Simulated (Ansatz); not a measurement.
# N on Mo(100): change of the work function, part 2 of 3

Wanted: Δφ(θ) for N/Mo(100), starting from the hollow site.

Ansatz 0.2.0; plane-wave DFT, PBEsol, Ansatz PAW (the session's first sound run).

So far, work function, upper face (eV): step 2 (the clean slab) 4.00; step 3 (46 atoms, coverage 0.111 ML, cell 3x3) 3.99.

### 4. Adsorbate added, k-mesh 5×5×1, coverage 0.25 ML

System of this step: Mo20N (N/Mo(100)). The cell holds 21 atoms: 20 Mo and 1 N. Its edges and angles: a = 6.300 Å, b = 6.300 Å, c = 24.553 Å, α = 90.0°, β = 90.0°, γ = 90.0°. Vacuum lies along c.

Another coverage, to see how the dipoles act on each other as their distance changes.

input.yaml

```yaml
crystal:
  lattice:
    - [6.3, 0.0, 0.0]
    - [0.0, 6.3, 0.0]
    - [0.0, 0.0, 24.5534437742]
  atoms:
    - { symbol: Mo, position: [0.0, 0.0, 0.3665473602] }
    - { symbol: Mo, position: [0.25, 0.25, 0.4306931483] }
    - { symbol: Mo, position: [0.0, 0.0, 0.4921301245] }
    - { symbol: Mo, position: [0.25, 0.25, 0.5582348982] }
    - { symbol: Mo, position: [0.0, 0.0, 0.6130888975] }
    - { symbol: Mo, position: [0.0, 0.5, 0.3665473602] }
    - { symbol: Mo, position: [0.25, 0.75, 0.4306931483] }
    - { symbol: Mo, position: [0.0, 0.5, 0.4921301245] }
    - { symbol: Mo, position: [0.25, 0.75, 0.5582348982] }
    - { symbol: Mo, position: [0.0, 0.5, 0.6130888975] }
    - { symbol: Mo, position: [0.5, 0.0, 0.3665473602] }
    - { symbol: Mo, position: [0.75, 0.25, 0.4306931483] }
    - { symbol: Mo, position: [0.5, 0.0, 0.4921301245] }
    - { symbol: Mo, position: [0.75, 0.25, 0.5582348982] }
    - { symbol: Mo, position: [0.5, 0.0, 0.6130888975] }
    - { symbol: Mo, position: [0.5, 0.5, 0.3665473602] }
    - { symbol: Mo, position: [0.75, 0.75, 0.4306931483] }
    - { symbol: Mo, position: [0.5, 0.5, 0.4921301245] }
    - { symbol: Mo, position: [0.75, 0.75, 0.5582348982] }
    - { symbol: Mo, position: [0.5, 0.5, 0.6130888975] }
    - { symbol: "N", position: [0.25, 0.25, 0.6334526398] }
kpoints:
  mp_grid: { grid: [5, 5, 1] }
hamiltonian:
  xc: pbesol
scf:
  occupations: { method: fermi_dirac, width: 0.1 }
  convergence: { dr2_threshold: 1.0e-08 }
efield:
  axis: 3
  dipole_correction: true
  ramp_position: 0.97
  ramp_width: 0.06
relax:
  f_tol: 0.02
  max_steps: 60
  constraints: [{ sites: [0, 1, 5, 6, 10, 11, 15, 16] }]
output:
  bader: true
  dos: { projected: true, e_range: [-8, 4] }
  write_potential: true
  write_density: true
  volumetric_format: npy
  elf: true
```

Command:

```
> ansatz run input.yaml --threads 4 --pin off --max-ram 12288MiB --backend cpu --events-out ev --progress --plain --runs-dir out
```

Wall time 4.8 min (4 threads of Arm Neoverse V2, shared host); peak memory 3.6 GiB.

Relaxation path:

```
step  energy less that of the first step (eV)  largest force component (eV/Å)
   1                                   0.0000                          5.4445
   2                                  -0.4909                          1.7262
   3                                  -0.7895                          0.6411
   4                                  -0.8504                          0.2968
   5                                  -0.8665                          0.1836
   6                                  -0.8685                          0.0627
   7                                  -0.8686                          0.0066
```

Forces are held to the 8 operations that the run works with; a distortion that breaks them can't arise in this run.

The atoms that moved most (Å):

```
atom      dx      dy      dz  length
 Mo4   0.000   0.000  -0.164   0.164
Mo15  -0.088   0.088   0.079   0.148
 Mo5   0.088   0.088   0.079   0.148
Mo10   0.088  -0.088   0.079   0.148
Mo20  -0.088  -0.088   0.079   0.148
 N21   0.000   0.000   0.091   0.091
 Mo3  -0.023  -0.023   0.013   0.035
Mo13   0.023  -0.023   0.013   0.035
```

The relaxed structure:

```xyz
21
Lattice="6.3000 0.0000 0.0000 0.0000 6.3000 0.0000 0.0000 0.0000 24.5534" Properties=species:S:1:pos:R:3
Mo    0.0000    0.0000    9.0000
Mo    1.5750    1.5750   10.5750
Mo   -0.0232   -0.0232   12.0967
Mo    1.5750    1.5750   13.5425
Mo    0.0881    0.0881   15.1326
Mo    0.0000    3.1500    9.0000
Mo    1.5750    4.7250   10.5750
Mo   -0.0232    3.1732   12.0967
Mo    1.5750    4.7250   13.7299
Mo    0.0881    3.0619   15.1326
Mo    3.1500    0.0000    9.0000
Mo    4.7250    1.5750   10.5750
Mo    3.1732   -0.0232   12.0967
Mo    4.7250    1.5750   13.7299
Mo    3.0619    0.0881   15.1326
Mo    3.1500    3.1500    9.0000
Mo    4.7250    4.7250   10.5750
Mo    3.1732    3.1732   12.0967
Mo    4.7250    4.7250   13.7279
Mo    3.0619    3.0619   15.1326
N     1.5750    1.5750   15.6445
```

This step gave:

```yaml
energy_at_zero_smearing: -98311.7535 eV
work_function_upper_face: 4.036 eV
work_function_lower_face: 4.084 eV
dipole_along_the_normal: 0.01048 e·Å
step_between_the_vacuum_levels: -0.04778 eV
```

The density of states has structure finer than the step of the table below, so its rows give means over 0.5 eV, whole bins alone (the curve runs from -8 to 1.59 eV). Peaks (eV: height): -3.19: 49.9, -2.65: 45.9, -0.96: 46.4, 0.69: 47.6, 0.99: 55.8, 1.23: 49.7, 1.47: 55.1.

Table of density of states by energy, zero at the Fermi level; means over each step:

```
energy (eV)  density of states (states/eV a cell)
       -7.0                                     0
       -6.5                                 0.882
       -6.0                                  8.12
       -5.5                                  5.28
       -5.0                                  8.81
       -4.5                                  20.1
       -4.0                                  16.7
       -3.5                                  27.1
       -3.0                                  30.6
       -2.5                                  25.1
       -2.0                                  25.7
       -1.5                                  25.3
       -1.0                                  24.0
       -0.5                                  18.4
        0.0                                  24.1
        0.5                                  20.9
        1.0                                  27.2
```

Projected DOS per atom over height of the atomic layer and energy from the Fermi level. Layers: Mo4 Mo4 Mo4 Mo4 Mo4 N from below.

Values in states/eV, 22 rows by 6 columns, each cell a mean:
```
2.24 1.68 1.57 1.64 1.84 0.24
1.63 1.12 1.21 1.00 1.33 0.24
1.39 0.68 1.08 0.62 1.28 0.21
2.53 0.52 0.80 0.48 1.54 0.22
1.80 0.41 0.37 0.42 1.20 0.19
1.82 0.78 0.47 0.80 1.48 0.19
1.43 0.84 0.82 0.83 1.47 0.25
1.34 1.11 1.27 1.17 1.27 0.27
1.46 1.32 1.05 1.16 1.15 0.22
1.23 1.50 1.03 1.25 1.04 0.35
0.98 1.80 1.56 2.10 1.51 0.35
1.28 1.82 1.67 1.40 0.80 0.29
0.46 0.99 1.13 0.87 0.50 0.33
0.39 1.21 1.61 1.17 0.47 0.27
0.34 1.03 1.32 1.02 0.39 0.29
0.06 0.25 0.46 0.50 0.34 1.50
0.04 0.13 0.20 0.29 0.40 2.41
0.02 0.08 0.13 0.27 0.47 2.37
0.02 0.05 0.08 0.06 0.02 0.05
0.00 0.00 0.00 0.00 0.00 0.00
0.00 0.00 0.00 0.00 0.00 0.00
0.00 0.00 0.00 0.00 0.00 0.00
```
Columns: height of the atomic layer (Å) from 9 to 15.6 (not evenly spaced); rows upwards: energy from the Fermi level (eV) from -7.96 to 1.54.

Electrostatic potential energy in the ca plane at fractional y = 0.250, with atoms of Mo and N within 0.2 Å of it. With pseudopotentials it is smooth inside the atoms' cores, unlike the true potential.

Values in eV, 9 rows by 16 columns, each cell a mean:
```
  7   6   2  -5   4   3  -5   3   6   8   8   8   8   8   8   8
  8   7 -21 -52  -2 -12 -55  -8   8   8   8   8   8   8   8   8
  8   7 -26 -60  -4 -16 -63 -11   8   8   8   8   8   8   8   8
  8   6  -1 -12   4   1 -14   2   6   8   8   8   8   8   8   8
  7   5   5   3   5   5   3   4   5   8   8   8   8   8   8   8
  8   7  -7 -27   2  -9 -26   0  -5   8   8   8   8   8   8   8
  8   7 -30 -64  -6 -32 -63 -15 -50   6   8   8   8   8   8   8
  8   7 -13 -39   0 -15 -38  -3 -14   7   8   8   8   8   8   8
  7   5   4   1   5   4   1   3   5   8   8   8   8   8   8   8
```
Columns run along c (16.0 Å, from fractional 0.30 to 0.95 of the cell; values clipped at the 3rd and 97th percentile), rows up along a (6.3 Å). Atoms in or near the plane, at fractional coordinates: Mo at (0.43, 0.25), Mo at (0.55, 0.25), Mo at (0.43, 0.75), Mo at (0.56, 0.75), N at (0.64, 0.25).

Valence density in the ca plane at fractional y = 0.250, with atoms of Mo and N within 0.2 Å of it. It is the smooth field of the valence electrons, not physical close to the nuclei.

Ten steps, logarithmic in the rise over the least value, from '0' (0.0 e/Å³) to '9' (6.5 e/Å³), each cell a mean:
```
01223333333333333333333211000000000000000000
01122334555333345554432210000000000000000000
01122347887533358987432110000000000000000000
01122358999533469998532110000000000000000000
01122358999533469998532110000000000000000000
01122347887433357886432110000000000000000000
01122334554333345554332210000000000000000000
01223333333333333333333211000000000000000000
01223333333333333333333221000000000000000000
01123333444333334443334331000000000000000000
01122346776433457764456542100000000000000000
01122358998533479986568864100000000000000000
01112358999643589997578874200000000000000000
01122358998533479986568864100000000000000000
01122346776433457764456542100000000000000000
01123333444333334443334321000000000000000000
01223333333333333333333221000000000000000000
```
Columns run along c (16.0 Å, from fractional 0.30 to 0.95 of the cell), rows up along a (6.3 Å). Atoms in or near the plane, at fractional coordinates: Mo at (0.43, 0.25), Mo at (0.55, 0.25), Mo at (0.43, 0.75), Mo at (0.56, 0.75), N at (0.64, 0.25).

ELF in the ca plane at fractional y = 0.250, with atoms of Mo and N within 0.2 Å of it. It is the smooth field of the valence electrons, not physical close to the nuclei.

Ten even steps from '0' (0.00) to '9' (0.81), each cell a mean:
```
33444543223555543234554432100000000000000000
33445533333355433333455432210000000000000000
23445336887334337885345433210000000000000000
23444238768323248677224433211000000000000000
23444238768323248677224433211000000000000000
23445336887334337875345433210000000000000000
33445533333355433333455432210000000000000000
33444553223554543234554332100000000000000000
34444454334554554344433332100000000000000000
33444542222455432223334553200000000000000000
23345434664345346652368997310000000000000000
23444237888333278784487799520000000000000000
23444238658323277584483499620000000000000000
23444237888333268784487898520000000000000000
23345434664345345642368986310000000000000000
33444543222455432223334553200000000000000000
34444454334554554344433332100000000000000000
```
Columns run along c (16.0 Å, from fractional 0.30 to 0.95 of the cell), rows up along a (6.3 Å). Atoms in or near the plane, at fractional coordinates: Mo at (0.43, 0.25), Mo at (0.55, 0.25), Mo at (0.43, 0.75), Mo at (0.56, 0.75), N at (0.64, 0.25).

The relaxation took 7 steps and lowered the energy by 0.87 eV; the largest force on the free atoms ends at 0.0066 eV/Å.

By hand: a sheet of dipoles makes a step −p/(ε₀A) in the electron's potential. With e/ε₀ = 180.95 V·Å, p = 0.01048 e·Å and A = 39.69 Å², that is −180.95 × (0.01048) / 39.69 = -0.048 eV, and the two vacuum levels of the run differ by -0.048 eV.

The covered face has 4.04 eV, +0.03 eV against the clean one; the bare back face has moved by -0.01 eV, a measure of how thin the slab is.

### 5. The covered slab, k-mesh 5×5×1, coverage 0.5 ML

System of this step: Mo10N (N/Mo(100)). The cell holds 22 atoms: 20 Mo and 2 N. Cell: a = 6.300 Å, b = 6.300 Å, c = 24.553 Å, α = 90.0°, β = 90.0°, γ = 90.0°. Vacuum lies along c.

Edit input.yaml of step 4 so:

```diff
@@ -27,2 +27,3 @@
     - { symbol: "N", position: [0.25, 0.25, 0.6334526398] }
+    - { symbol: "N", position: [0.75, 0.75, 0.6334526398] }
 kpoints:
@@ -49,2 +50 @@
   volumetric_format: npy
-  elf: true
```

Wall time 3.6 min (4 threads); peak memory 3.7 GiB.

The steps of the relaxation:

```
step  energy less that of the first step (eV)  largest force component (eV/Å)
   1                                   0.0000                          6.2704
   2                                  -1.4977                          1.5165
   3                                  -1.7495                          0.6511
   4                                  -1.7757                          0.2263
   5                                  -1.7792                          0.0117
```

The run keeps the 16 symmetry operations that it works with, so distortions that break them were not tested.

The atoms that moved most (Å):

```
atom     dx     dy      dz  length
 Mo5  0.000  0.000   0.178   0.178
Mo10  0.000  0.000   0.178   0.178
Mo15  0.000  0.000   0.178   0.178
Mo20  0.000  0.000   0.178   0.178
Mo19  0.000  0.000  -0.122   0.122
 Mo4  0.000  0.000  -0.122   0.122
 N21  0.000  0.000   0.064   0.064
 N22  0.000  0.000   0.064   0.064
```

The relaxed structure:

```xyz
22
Lattice="6.3000 0.0000 0.0000 0.0000 6.3000 0.0000 0.0000 0.0000 24.5534" Properties=species:S:1:pos:R:3
Mo    0.0000    0.0000    9.0000
Mo    1.5750    1.5750   10.5750
Mo    0.0000    0.0000   12.0974
Mo    1.5750    1.5750   13.5850
Mo    0.0000    0.0000   15.2315
Mo    0.0000    3.1500    9.0000
Mo    1.5750    4.7250   10.5750
Mo    0.0000    3.1500   12.0974
Mo    1.5750    4.7250   13.7377
Mo    0.0000    3.1500   15.2315
Mo    3.1500    0.0000    9.0000
Mo    4.7250    1.5750   10.5750
Mo    3.1500    0.0000   12.0974
Mo    4.7250    1.5750   13.7377
Mo    3.1500    0.0000   15.2315
Mo    3.1500    3.1500    9.0000
Mo    4.7250    4.7250   10.5750
Mo    3.1500    3.1500   12.0974
Mo    4.7250    4.7250   13.5850
Mo    3.1500    3.1500   15.2315
N     1.5750    1.5750   15.6170
N     4.7250    4.7250   15.6170
```

The relaxation took 5 steps and lowered the energy by 1.8 eV; the largest force on the free atoms ends at 0.012 eV/Å.

The covered face has 3.66 eV, -0.35 eV against the clean one; the bare back face has moved by -0.02 eV, a measure of how thin the slab is.

### 6. Adsorbate added, k-mesh 10×10×1, coverage 1 ML

System of this step: Mo5N (N/Mo(100)). The cell holds 6 atoms: 5 Mo and 1 N. Cell: a = 3.150 Å, b = 3.150 Å, c = 24.553 Å, α = 90.0°, β = 90.0°, γ = 90.0°. Vacuum lies along c.

input.yaml, the sections that differ from step 5:

```yaml
crystal:
  lattice:
    - [3.15, 0.0, 0.0]
    - [0.0, 3.15, 0.0]
    - [0.0, 0.0, 24.5534437742]
  atoms:
    - { symbol: Mo, position: [0.0, 0.0, 0.3665473602] }
    - { symbol: Mo, position: [0.5, 0.5, 0.4306931483] }
    - { symbol: Mo, position: [0.0, 0.0, 0.4921301245] }
    - { symbol: Mo, position: [0.5, 0.5, 0.5582348982] }
    - { symbol: Mo, position: [0.0, 0.0, 0.6130888975] }
    - { symbol: "N", position: [0.5, 0.5, 0.6334526398] }
kpoints:
  mp_grid: { grid: [10, 10, 1] }
relax:
  f_tol: 0.02
  max_steps: 60
  constraints: [{ sites: [0, 1] }]
output:
  bader: true
  write_potential: true
  write_density: true
  volumetric_format: npy
# hamiltonian, scf, efield: as in step 5
```

It took 36 s on 4 threads; peak memory 0.62 GiB.

Relaxation path:

```
step  energy less that of the first step (eV)  largest force component (eV/Å)
   1                                   0.0000                          6.6669
   2                                  -1.0185                          1.3616
   3                                  -1.1106                          0.3232
   4                                  -1.1168                          0.0237
   5                                  -1.1168                          0.0036
```

The run keeps the 8 symmetry operations that it works with, so distortions that break them were not tested.

The atoms that moved most (Å):

```
atom     dx     dy      dz  length
 Mo5  0.000  0.000   0.354   0.354
  N6  0.000  0.000   0.089   0.089
 Mo4  0.000  0.000  -0.071   0.071
 Mo3  0.000  0.000   0.039   0.039
```

The relaxation took 5 steps and lowered the energy by 1.1 eV; the largest force on the free atoms ends at 0.0036 eV/Å.

The covered face has 3.73 eV, -0.28 eV against the clean one; the bare back face has moved by -0.10 eV, a measure of how thin the slab is.

### 7. Work function against coverage

This step: plane-wave DFT, PBEsol, Ansatz PAW; work function against coverage (Ansatz 0.2.0).

The runs are now put side by side.

Numbers from this step:

```yaml
work_function_of_the_clean_face: 4.003 eV
largest_change_of_the_work_function: -0.3481 eV
```

Work function of the covered face against coverage:

```
coverage (adsorbates/nm²)  work function of the covered face (eV)
                     0.00                                    4.00
                     1.12                                    3.99
                     2.52                                    4.04
                     5.04                                    3.66
                    10.08                                    3.73
```

The dipole per adsorbate comes from the change of the cell's dipole. Coverage, by row:

```
coverage (1/nm²)  coverage (ML)  work function (eV)  change (eV)  dipole per adsorbate, positive end outwards (debye)  mean height of the added atoms over the highest substrate atom (Å)
            1.12         0.1111               3.995    -0.008747                                                0.007                                                              0.5461
            2.52           0.25               4.036      0.03282                                               -0.046                                                              0.5119
           5.039            0.5               3.655      -0.3481                                                0.171                                                              0.3855
           10.08              1               3.728      -0.2756                                                0.046                                                              0.2351
```

### 8. The 0.25 ML cell at another level of theory, cutoff 420 eV, functional PBE

This step: plane-wave DFT, PBE, Ansatz PAW (Ansatz 0.2.0).

System of this step: Mo20N (N/Mo(100)). The cell holds 21 atoms: 20 Mo and 1 N. Its edges and angles: a = 6.300 Å, b = 6.300 Å, c = 24.553 Å, α = 90.0°, β = 90.0°, γ = 90.0°. Vacuum lies along c.

The geometry is kept and the functional is PBE.

input.yaml

```yaml
crystal:
  lattice:
    - [6.3, 0.0, 0.0]
    - [0.0, 6.3, 0.0]
    - [0.0, 0.0, 24.5534437742]
  atoms:
    - { symbol: Mo, position: [0.0, 0.0, 0.3665473602] }
    - { symbol: Mo, position: [0.25, 0.25, 0.4306931483] }
    - { symbol: Mo, position: [-0.0036872129, -0.0036872129, 0.4926687976] }
    - { symbol: Mo, position: [0.25, 0.25, 0.5515516625] }
    - { symbol: Mo, position: [0.0139906467, 0.0139906467, 0.6163140228] }
    - { symbol: Mo, position: [0.0, 0.5, 0.3665473602] }
    - { symbol: Mo, position: [0.25, 0.75, 0.4306931483] }
    - { symbol: Mo, position: [-0.0036872129, 0.5036872129, 0.4926687976] }
    - { symbol: Mo, position: [0.25, 0.75, 0.5591848477] }
    - { symbol: Mo, position: [0.0139906467, 0.4860093533, 0.6163140228] }
    - { symbol: Mo, position: [0.5, 0.0, 0.3665473602] }
    - { symbol: Mo, position: [0.75, 0.25, 0.4306931483] }
    - { symbol: Mo, position: [0.5036872129, -0.0036872129, 0.4926687976] }
    - { symbol: Mo, position: [0.75, 0.25, 0.5591848477] }
    - { symbol: Mo, position: [0.4860093533, 0.0139906467, 0.6163140228] }
    - { symbol: Mo, position: [0.5, 0.5, 0.3665473602] }
    - { symbol: Mo, position: [0.75, 0.75, 0.4306931483] }
    - { symbol: Mo, position: [0.5036872129, 0.5036872129, 0.4926687976] }
    - { symbol: Mo, position: [0.75, 0.75, 0.5591022217] }
    - { symbol: Mo, position: [0.4860093533, 0.4860093533, 0.6163140228] }
    - { symbol: "N", position: [0.25, 0.25, 0.6371612707] }
kpoints:
  mp_grid: { grid: [5, 5, 1] }
hamiltonian:
  xc: pbe
scf:
  occupations: { method: fermi_dirac, width: 0.1 }
  convergence: { dr2_threshold: 1.0e-08 }
efield:
  axis: 3
  dipole_correction: true
  ramp_position: 0.97
  ramp_width: 0.06
output:
  write_potential: true
  write_density: true
  volumetric_format: npy
```

Wall time 48 s (4 threads); peak memory 3.4 GiB; 3.2 min of CPU time.

Numbers from this step:

```
energy at zero smearing        : -99489.8431 eV
work function, upper face      : 3.939 eV
work function, lower face      : 3.986 eV
dipole along the normal        : 0.01022 e·Å
step between the vacuum levels : -0.04662 eV
```

The work function comes to 3.94 eV, -0.10 eV from the first level.

### 9. The 0.25 ML cell at another level of theory, cutoff 420 eV, functional RPBE

This step: plane-wave DFT, RPBE, Ansatz PAW (Ansatz 0.2.0).

The geometry is kept and the functional is RPBE.

Edit input.yaml of step 8 so:

```diff
@@ -30,3 +30,3 @@
 hamiltonian:
-  xc: pbe
+  xc: rpbe
 scf:
```

It took 48 s on 4 threads; peak memory 3.4 GiB.

Numbers from this step:

```yaml
energy_at_zero_smearing: -99632.3811 eV
work_function_upper_face: 3.769 eV
work_function_lower_face: 3.811 eV
dipole_along_the_normal: 0.009317 e·Å
step_between_the_vacuum_levels: -0.04248 eV
```

The work function comes to 3.77 eV, -0.27 eV from the first level.

### 10. The 0.25 ML cell at another level of theory, cutoff 1800 eV, functional PBE

This step: plane-wave DFT, PBE, JTH PAW (Ansatz 0.2.0).

The geometry is kept and the functional is PBE; other changes against the main runs: JTH PAW files and cutoff 420 → 1800.

Edit input.yaml of step 9 so:

```diff
@@ -30,3 +30,4 @@
 hamiltonian:
-  xc: rpbe
+  xc: pbe
+  pseudopotentials: { kind: paw, source: jth }
 scf:
```

It took 6.3 min on 4 threads; peak memory 11 GiB.

The work function comes to 3.94 eV, -0.10 eV from the first level.

(Part 2 of 3 ends here.)

[Logs are printed without paths, hosts, clocks, repeated set-up lines and the standing remarks that a program may print on its own settings, such as how far it seeks lower states.]

[Hosts, paths, dates, database ids (printed as entryN), source tags and the programs' standing remarks are cut or masked in the printed files.]

[Maps of the electrostatic potential energy from Ansatz leave out the sawtooth potential of an applied field or a dipole correction, so their vacuum need not be flat; planar profiles and work functions include it.]

[The density of states shown here was stored with 400 of the rows of the run's finer table, so its peaks can read low, often by over a quarter, or be missed, and its means over a window can be off by a tenth or more.]
